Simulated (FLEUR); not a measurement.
Computed results, one entry a study.

## Collinear magnetic orders of Eu with FLEUR

It takes space group Im-3m (No. 229, cubic). Conventional cell: a = 4.606 Å, b = 4.606 Å, c = 4.606 Å, α = 90.00°, β = 90.00°, γ = 90.00°. Nearest to Eu lie 8 Eu at 3.99 Å.

```xyz
1
Lattice="-2.3030 2.3030 2.3030 2.3030 -2.3030 2.3030 2.3030 2.3030 -2.3030" Properties=species:S:1:pos:R:3 pbc="T T T"
Eu    0.0000    0.0000    0.0000
```

```yaml
method: PBE with U = 6.7 eV, J = 0.7 eV on Eu f; all-electron FLAPW, Dirac cores, scalar-relativistic bands (and 1 further level or step)
program: FLEUR MaX-R8.1
settings_of_one_run: kmax 3.6 1/bohr, gmax 10.8 1/bohr, muffin tin radii Eu: 2.8 bohr, lmax Eu: [10, 8], hist occupations, smearing width 0.05 eV, mixer Anderson, mixing 0.05, max iterations 130, stop 0.0001 me/bohr³, collinear spin, 8×8×8 k-mesh, double counting FLL, mesh matched on, seeded occupations whole cubic f orbitals, Hund's first rule, starting moments 7 μB
cost: 5 runs, 2.2 min in all on 4 MPI ranks of Intel Xeon Platinum 8488C (Sapphire Rapids), shared host (the runs of this entry)
notes: The database entry behind the starting cell differs from later determinations by our own check (about 0.5 % long). The run is spin-polarised, with a total moment of 7.33 μB a cell. This is the lowest of 3 finished starts, no proof of the ground state.
lowest_state_found: ferromagnetic (initial ferro +)
largest_site_spin_moment: 7.03 μB
next_finished_state: antiferromagnetic, 2.28 meV a seeded atom higher
orbital_moment_on_the_atom_of_largest_spin_along_its_spin_spin_orbit_run: -0.0104 μB
spin_plus_orbital_moment: Eu 7.02 μB
```

The lowest state found is ferromagnetic, reached from the start ferro +, with moments up to 7.03 μB. The two lowest states lie so close that the mesh, the functional or spin–orbit coupling could swap them.

[Logs and program files are shortened in this print: banners, set-up blocks, solver, clock and traceback lines can be left out without a mark of their own.]

[Logs are printed without paths, hosts, clocks, repeated set-up lines and the standing remarks that a program may print on its own settings, such as how far it seeks lower states.]

[Hosts, paths, dates, database ids (printed as entryN), source tags and the programs' standing remarks are cut or masked in the printed files.]

[Where a cell is said to come from a database of computed structures, the database is the Materials Project.]
